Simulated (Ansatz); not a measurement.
In doubt: masses and optical values from hybrid runs of this build are listed as unsure, which bears on the screening that GW takes from such a start.

Rows from a G0W0 calculation on InGa5Sb5As (zincblende [001] superlattice) (Ansatz 0.2.0; G0W0 on HSE06, plane waves, PAW; PAW set soft_1; 4×4×2 mesh, 810 empty bands, screening to 105 eV, PAW set soft_1 files), in eV. Spin-orbit coupling is left out.

```tsv
row	Σx	Σc	Vxc	Z
A	-15.06	1.08	-13.80	0.78
B	-9.43	-3.53	-12.92	0.79
C	-15.53	0.77	-14.59	0.78
D	-9.20	-3.38	-12.55	0.79
E	-7.38	-3.55	-10.80	0.79
F	-10.89	-3.40	-14.34	0.79
```

Question: Which rows are filled states and which are empty ones, and how can one tell?

Filled: A and C. Empty: B, D, E and F. The sign of Σc tells: for a filled state bare exchange, which holds its interaction with itself, lies below Vxc (Σx − Vxc is -0.9 eV or lower here) and screening gives part back as a positive Σc. For an empty state Σx lies above Vxc (+3.4 eV or more) and the Coulomb hole leaves Σc negative.

[Paths, hosts, dates, memory and timing lines, banners, echoed tables and standing remarks are left out of the program output.]

[Logs are printed without paths, hosts, clocks, repeated set-up lines and the standing remarks that a program may print on its own settings, such as how far it seeks lower states.]

[Runs of the session that timed out or met a known fault of the program may be left out.]

[Cells called generated may have been cut or substituted from an entry of the Crystallography Open Database or the Materials Project.]

[Hosts, paths, dates, database ids (printed as entryN), source tags and the programs' standing remarks are cut or masked in the printed files.]
